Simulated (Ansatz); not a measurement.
# What MgSi (P4/mmm) distorts into, part 2 of 2

Which phase does MgSi (P4/mmm) fall into along its unstable mode, and how much energy does it gain?

Ansatz 0.2.0; DFT PBEsol, scalar-relativistic, plane waves, norm-conserving pseudopotentials.

So far, highest frequency on the path or at a solved wavevector (cm⁻¹): step 2 (response at finite wavevector) 334. Also lowest frequency on the path (cm⁻¹): step 2 -151.

### Step 6. Relaxation from the frozen mode

Starting from the lowest point found, all atoms and the cell are let go, so that strain and other modes of the same symmetry can join in.

Input file input.yaml:

```yaml
crystal:
  lattice:
    - [-2.9379161965, 0.0, 0.0]
    - [0.0, -2.9379161965, -3.9576587989]
    - [0.0, -2.9379161965, 3.9576587989]
  atoms:
    - { symbol: Mg, position: [0.0, 0.5200861389, 0.4799138611] }
    - { symbol: Mg, position: [0.0, 0.9799138611, 1.0200861389] }
    - { symbol: Si, position: [0.5, 0.0374415037, 0.5374415037] }
    - { symbol: Si, position: [0.5, 0.4625584963, -0.0374415037] }
kpoints:
  mp_grid: { grid: [14, 8, 8] }
hamiltonian:
  xc: pbesol
  pseudopotentials: { kind: nc }
scf:
  occupations: { method: methfessel_paxton, width: 0.15 }
output:
  forces: true
  stress: true
  eigenvalues: true
relax:
  adjacent_minimum: "off"
  f_tol: 0.002
  max_steps: 120
  cell: { stress_tol: 0.03 }
```

On the command line:

```console
$ ansatz run input.yaml --threads 4 --pin off --max-ram 7168MiB --backend cpu --events-out ev --progress --plain --runs-dir out
```

Numbers of over 12 decimals in the logs are rounded to 6 here.

What it wrote:

```text
[...]
Crystal: 4 atoms, lattice volume = 68.320 Å³
Basis set: ecut = 1142.878222 eV, 6001 PW (Γ), exchange–correlation on 72×120×120 points (8 copies of the dense FFT grid, shifted against one another)
Bands: 18, of which v1, the nominal top of the filled ones, is band 14 counted from 1 (13 counted from 0)
Symmetry: 8 space group operations
[...]
k-points: 168 of 896
[...]
SCF iter   1: F=—  HF=-3457.768151 eV  |F-HF|=—  |Δ(HF+E_count)|=         —  Δρ=2.31e-2  dr2=3.07e-1  ethr=3.10e-3  ⟨swp⟩=5.6  Hψ=15277  notcnv=0
[...]
SCF iter   7: F=-3457.706752 eV  HF=-3457.706752 eV  |F-HF|=1.65e-9  |Δ(HF+E_count)|=   2.51e-8  S|Δr|=    0.00e0  Δρ=2.85e-6  dr2=3.54e-9  ethr=3.57e-10  ⟨swp⟩=6.8  Hψ=14570  notcnv=0
SCF 1 converged in 7 iterations: F = -3457.706752 eV  dr2 = 3.54e-9
relax step   1: F+E_penalty+E_count = -3457.70675158 eV  Δ(F+E_penalty+E_count) = +0.000e0 eV  max|allowed force component| = 2.167e-1 eV/Å  Δτ_max = 0.0000 Å  P = +0.757 GPa  Ω = 68.320 Å³  (7 SCF iters, dr2 threshold 1.00e-7 eV, accepted)
Crystal: 4 atoms, lattice volume = 69.461 Å³
Basis set: ecut = 1142.878222 eV, 6105 PW (Γ), exchange–correlation on 72×120×120 points (8 copies of the dense FFT grid, shifted against one another)
[...]
SCF iter   5: F=-3457.750794 eV  HF=-3457.750794 eV  |F-HF|=1.72e-8  |Δ(HF+E_count)|=   3.57e-7  S|Δr|=    0.00e0  Δρ=1.71e-5  dr2=5.40e-8  ethr=1.43e-9  ⟨swp⟩=6.5  Hψ=14941  notcnv=0
SCF 2 converged in 5 iterations: F = -3457.750794 eV  dr2 = 5.40e-8
relax step   2: F+E_penalty+E_count = -3457.75079377 eV  Δ(F+E_penalty+E_count) = -4.404e-2 eV  max|allowed force component| = 1.383e-1 eV/Å  Δτ_max = 0.0846 Å  P = -0.082 GPa  Ω = 69.461 Å³  energy of the carried Pulay correction = -1.473e-4 eV  (5 SCF iters, dr2 threshold 4.00e-7 eV, accepted)
Crystal: 4 atoms, lattice volume = 69.667 Å³
Basis set: ecut = 1142.878222 eV, 6149 PW (Γ), exchange–correlation on 72×120×120 points (8 copies of the dense FFT grid, shifted against one another)
[...]
SCF iter   5: F=-3457.756820 eV  HF=-3457.756820 eV  |F-HF|=5.18e-9  |Δ(HF+E_count)|=   3.79e-8  S|Δr|=    0.00e0  Δρ=5.02e-6  dr2=1.49e-8  ethr=8.86e-10  ⟨swp⟩=3.0  Hψ=10426  notcnv=0
SCF 3 converged in 5 iterations: F = -3457.756820 eV  dr2 = 1.49e-8
relax step   3: F+E_penalty+E_count = -3457.75682012 eV  Δ(F+E_penalty+E_count) = -6.026e-3 eV  max|allowed force component| = 5.567e-2 eV/Å  Δτ_max = 0.0377 Å  P = -0.260 GPa  Ω = 69.667 Å³  energy of the carried Pulay correction = -1.737e-4 eV  (5 SCF iters, dr2 threshold 4.00e-7 eV, accepted)
[...]
relax step   4: F+E_penalty+E_count = -3457.75743731 eV  Δ(F+E_penalty+E_count) = -6.172e-4 eV  max|allowed force component| = 4.986e-3 eV/Å  Δτ_max = 0.0045 Å  P = -0.012 GPa  Ω = 69.427 Å³  energy of the carried Pulay correction = -1.430e-4 eV  (4 SCF iters, dr2 threshold 3.66e-7 eV, accepted)
[...]
relax step   5: F+E_penalty+E_count = -3457.75745430 eV  Δ(F+E_penalty+E_count) = -1.699e-5 eV  max|allowed force component| = 2.922e-3 eV/Å  Δτ_max = 0.0013 Å  P = +0.011 GPa  Ω = 69.409 Å³  energy of the carried Pulay correction = -1.406e-4 eV  (4 SCF iters, dr2 threshold 1.09e-8 eV, accepted)
[...]
relax step   6: F+E_penalty+E_count = -3457.75745643 eV  Δ(F+E_penalty+E_count) = -2.129e-6 eV  max|allowed force component| = 2.746e-4 eV/Å  Δτ_max = 0.0002 Å  P = +0.000 GPa  Ω = 69.414 Å³  energy of the carried Pulay correction = -1.413e-4 eV  (3 SCF iters, dr2 threshold 3.29e-9 eV, accepted)
[...]
relax step   7: F+E_penalty+E_count = -3457.75813744 eV  Δ(F+E_penalty+E_count) = -6.810e-4 eV  max|allowed force component| = 2.746e-4 eV/Å  Δτ_max = 0.0000 Å  P = +0.040 GPa  Ω = 69.414 Å³  stress off target by 8.10e-2 GPa  SCF on the basis re-selected at this cell (its energy is not comparable with the rows above)  (5 SCF iters)
[...]
relax step   8: F+E_penalty+E_count = -3457.75814480 eV  Δ(F+E_penalty+E_count) = -7.362e-6 eV  max|allowed force component| = 1.683e-3 eV/Å  Δτ_max = 0.0011 Å  P = -0.005 GPa  Ω = 69.455 Å³  energy of the carried Pulay correction = -5.100e-6 eV  (4 SCF iters, dr2 threshold 1.64e-8 eV, accepted)
[...]
SCF iter   5: F=-3457.758150 eV  HF=-3457.758150 eV  |F-HF|=2.73e-12  |Δ(HF+E_count)|=  6.82e-12  S|Δr|=    0.00e0  Δρ=5.10e-7  dr2=1.18e-11  ethr=1.00e-12  ⟨swp⟩=5.9  Hψ=13650  notcnv=0
SCF 9 converged in 5 iterations: F = -3457.758150 eV  dr2 = 1.18e-11
relax step   9: F+E_penalty+E_count = -3457.75814973 eV  Δ(F+E_penalty+E_count) = -4.935e-6 eV  max|allowed force component| = 1.655e-3 eV/Å  Δτ_max = 0.0000 Å  P = -0.005 GPa  Ω = 69.455 Å³  stress off target by 1.54e-2 GPa  SCF on the basis re-selected at this cell (its energy is not comparable with the rows above)  (5 SCF iters)
[...]
SCF converged after 5 iterations
[...]
Free energy (F): -3457.758150 eV
[...]
Internal energy: -3457.759066 eV  (E = F + TS)
E sigma→0 (E₀):  -3457.758379 eV
Entropy (-TS):   0.000916 eV (0.229 meV/atom)
Fermi energy:    8.202186 eV
[...]
--- Forces (eV/Å), atoms counted from 1 ---
  atom   1  Mg     0.00000000     0.00000000     0.00165546
  atom   2  Mg     0.00000000     0.00000000    -0.00165546
  atom   3  Si     0.00000000     0.00021323     0.00000000
  atom   4  Si     0.00000000    -0.00021323     0.00000000
  max |Σ_I F_I| component: 2.71e-20 eV/Å
--- Stress (GPa, compression-positive) ---
       -0.015417       0.000000       0.000000
        0.000000      -0.013881       0.000000
        0.000000       0.000000       0.014576
  P = ⅓ Tr σ = -0.0049 GPa (-0.049 kbar)
--- Band table (eV; the first three rows and the last of 168) ---
  k-point 0: bands = [... 10 lower, 3.2045, 4.5749, 5.5026, 7.6673, 8.6025, 11.5703, 11.9843, 12.6143]
  k-point 1: bands = [... 10 lower, 3.5534, 4.2920, 5.7468, 7.5575, 9.3582, 10.7585, 11.6284, 13.5843]
  k-point 2: bands = [... 10 lower, 3.9836, 4.2508, 5.5372, 8.4086, 9.3841, 10.6901, 11.7918, 14.1324]
  k-point 167: bands = [... 10 lower, 3.4193, 4.4132, 4.9966, 5.0323, 6.8153, 8.0897, 11.5444, 14.1559]
--- Relaxed structure (7 steps of the walk, 7 accepted, 2 SCFs on fresh bases) ---
  F+E_penalty+E_count = -3457.75814973 eV   max|allowed force component| = 1.655e-3 eV/Å   (the final SCF, on the basis selected at the relaxed cell)
  cell:  # Å, volume = 69.4552 Å³
    - [-2.995719, 0.0, 0.0]
    - [0.0, -3.032829, -3.822311]
    - [0.0, -3.032829, 3.822311]
  atoms:
    - { symbol: Mg, position: [0.0, 0.535190, 0.464810] }
    - { symbol: Mg, position: [0.0, 0.964810, 1.035190] }
    - { symbol: Si, position: [0.5, 0.048029, 0.548029] }
    - { symbol: Si, position: [0.5, 0.451971, -0.048029] }
```

Wall time 81 s (4 threads of Arm Neoverse V2, shared host); peak memory 0.96 GiB.

The steps of the relaxation:

```
step  energy less that of the first step (eV)  largest force component (eV/Å)  pressure (GPa)  volume (Å³)
   1                                   0.0000                          0.2167            0.76        68.32
   2                                  -0.0440                          0.1383           -0.08        69.46
   3                                  -0.0501                          0.0557           -0.26        69.67
   4                                  -0.0507                          0.0050           -0.01        69.43
   5                                  -0.0507                          0.0029            0.01        69.41
   6                                  -0.0507                          0.0003            0.00        69.41
  7*                                  -0.0514                          0.0003            0.04        69.41
   8                                  -0.0514                          0.0017           -0.01        69.46
  9*                                  -0.0514                          0.0017            0.00        69.46
```

Relaxation steps marked * repeat the geometry before them on a plane-wave basis chosen anew for their cell, so energy and pressure can jump there.

Forces are held to the 8 operations that the run works with; a distortion that breaks them can't arise in this run.

```csv
"conventional cell, symmetrised",before,after,change
a (Å),5.876,6.066,+3.2 %
b (Å),7.915,7.645,-3.4 %
c (Å),2.938,2.996,+2.0 %
volume (Å³/atom),17.08,17.36,+1.7 %
```

The atoms that moved most (Å, as changes of fractional coordinates times the final cell):

| atom | dx | dy | dz | length |
| --- | --- | --- | --- | --- |
| Mg2 | 0.000 | 0.000 | 0.115 | 0.115 |
| Mg1 | 0.000 | 0.000 | -0.115 | 0.115 |
| Si3 | 0.000 | -0.064 | 0.000 | 0.064 |
| Si4 | 0.000 | 0.064 | 0.000 | 0.064 |

Final coordinates:

```cif
data_structure
_symmetry_space_group_name_H-M 'P 1'
_symmetry_Int_Tables_number 1
_cell_length_a 2.9957
_cell_length_b 4.8794
_cell_length_c 4.8794
_cell_angle_alpha 103.139
_cell_angle_beta 90.000
_cell_angle_gamma 90.000
_cell_volume 69.46
loop_
_atom_site_label
_atom_site_type_symbol
_atom_site_fract_x
_atom_site_fract_y
_atom_site_fract_z
_atom_site_occupancy
Mg1 Mg 0.00000 0.53519 0.46481 1
Mg2 Mg 0.00000 0.96481 0.03519 1
Si3 Si 0.50000 0.04803 0.54803 1
Si4 Si 0.50000 0.45197 0.95197 1
```

This step gave:

```
pressure        : -0.004907 GPa
volume per atom : 17.36 Å³
```

The distorted start has space group Cmmm; the relaxation ends in Cmmm.

### Step 7. The new phase in its own primitive cell

The relaxed structure is symmetrised, reduced to its primitive cell and relaxed tightly, as its phonons need.

input.yaml, the sections that differ from step 6:

```yaml
crystal:
  lattice:
    - [3.0328285434, -3.8223112509, 0.0]
    - [3.0328285434, 3.8223112509, 0.0]
    - [0.0, 0.0, 2.9957193663]
  atoms:
    - { symbol: Mg, position: [0.214809681, 0.785190319, 0.0] }
    - { symbol: Mg, position: [0.785190319, 0.214809681, 0.0] }
    - { symbol: Si, position: [0.298028856, 0.298028856, 0.5] }
    - { symbol: Si, position: [0.701971144, 0.701971144, 0.5] }
kpoints:
  mp_grid: { grid: [8, 8, 12] }
relax:
  adjacent_minimum: "off"
  f_tol: 0.001
  max_steps: 60
  cell: { stress_tol: 0.01 }
# hamiltonian, scf, output: as in step 6
```

What it wrote:

```text
Engine: ansatz 0.2.0, aarch64-unknown-linux-gnu
Pseudopotentials: kind: nc
Pseudopotential: Mg, nc, valence charge 10, recommended cutoff 1142.878222 eV (normal), Mg.nc.azcp (PseudoDojo's, or run here from an input of PseudoDojo's: the run reads no file of this project's for it)
[...]
k-point 0: bands = [... 10 lower, 3.1561, 4.4919, 5.3505, 7.5343, 8.4474, 11.5321, 12.4625, 12.6125]
  k-point 1: bands = [... 10 lower, 3.2617, 4.6019, 5.4590, 7.6460, 8.5586, 10.8541, 11.6205, 13.0716]
  k-point 2: bands = [... 10 lower, 3.5741, 4.9308, 5.7806, 7.9759, 8.5716, 9.0608, 11.7732, 12.6190]
  k-point 146: bands = [... 10 lower, 3.6589, 4.6966, 5.0083, 5.2724, 7.1158, 8.2734, 11.6204, 14.1807]
End of that report.
Error: SIGTERM received: cancelled by the caller after 8 completed ionic steps
[key lines of the parts left out:]
Free energy (F): -3457.769384 eV
Fermi energy:    8.326779 eV
P = ⅓ Tr σ = 0.0822 GPa (0.822 kbar)
```

It took 66 s on 4 threads; peak memory 0.91 GiB.

The run was cut off at the time limit before the relaxation met all its tests.

The program's message: “cancelled by the caller after 8 completed ionic steps”

### Step 8. The phases reached

The phases reached along the modes that were followed are set side by side.

Energies are those of the first relaxation, on the mesh of the frozen mode; space group, volume and gap are those of the last relaxation. Phases, by row:

```
                   mode frozen in  space group  energy from parent (meV/atom)  volume (Å³/atom)  gap on mesh (eV)  lowest zone-centre optical mode (cm⁻¹)  largest shift (Å)
                           parent       P4/mmm                              0             17.08                 0                                       –                  –
q = (-0.5, -0.5, -0.5), 151i cm⁻¹         Imma                          -2.48             17.26                 0                                   114.8              0.162
q = (-0.5, -0.5, -0.5), 151i cm⁻¹         Fmmm                           -1.8             17.19                 0                                   -66.6              0.128
q = (-0.5, -0.5, -0.5), 151i cm⁻¹         Imma                          -2.48             17.26                 0                                       –              0.162
   q = (0, -0.5, -0.5), 133i cm⁻¹         Cmmm                         -32.43             17.36                 0                                       –              0.291
```

### Step 9. Results

```yaml
unstable_mode_of_the_parent: q = (0, -0.5, -0.5), 133i cm⁻¹
depth_at_the_lowest_point_sampled: 19.6 meV/atom
largest_atomic_shift_at_that_point: 0.22 Å
space_group_reached_within_0p01_a: Cmmm
energy_gained_over_the_parent_first_relaxation_on_the_mesh_of_the_frozen_mode: 32.4 meV/atom
volume_per_atom_phase_reached: 17.4 Å³
```

Along this mode the structure falls into Cmmm, 32.4 meV/atom below the parent. At the parent's cell the well is 19.58 meV/atom deep on the steps tried, with its lowest point at a shift of 0.22 Å. Relaxing atoms and cell changes the gain by +12.86 meV/atom against the lowest step (energies at zero smearing). The modes of the phase reached were not computed on this path. Of the 4 patterns followed to their end from this parent, this one reaches the lowest energy. Each path keeps the symmetry of its pattern, so a lower phase may lie along a pattern not tried. The q mesh stands for a supercell only 5.9 Å across, so branches between the solved wavevectors are rough. With no gap, or one that is small against the smearing, the frequencies hang on the k mesh and the smearing, most of all near Kohn anomalies.

[Logs are printed without paths, hosts, clocks, repeated set-up lines and the standing remarks that a program may print on its own settings, such as how far it seeks lower states.]

[Hosts, paths, dates, database ids (printed as entryN), source tags and the programs' standing remarks are cut or masked in the printed files.]
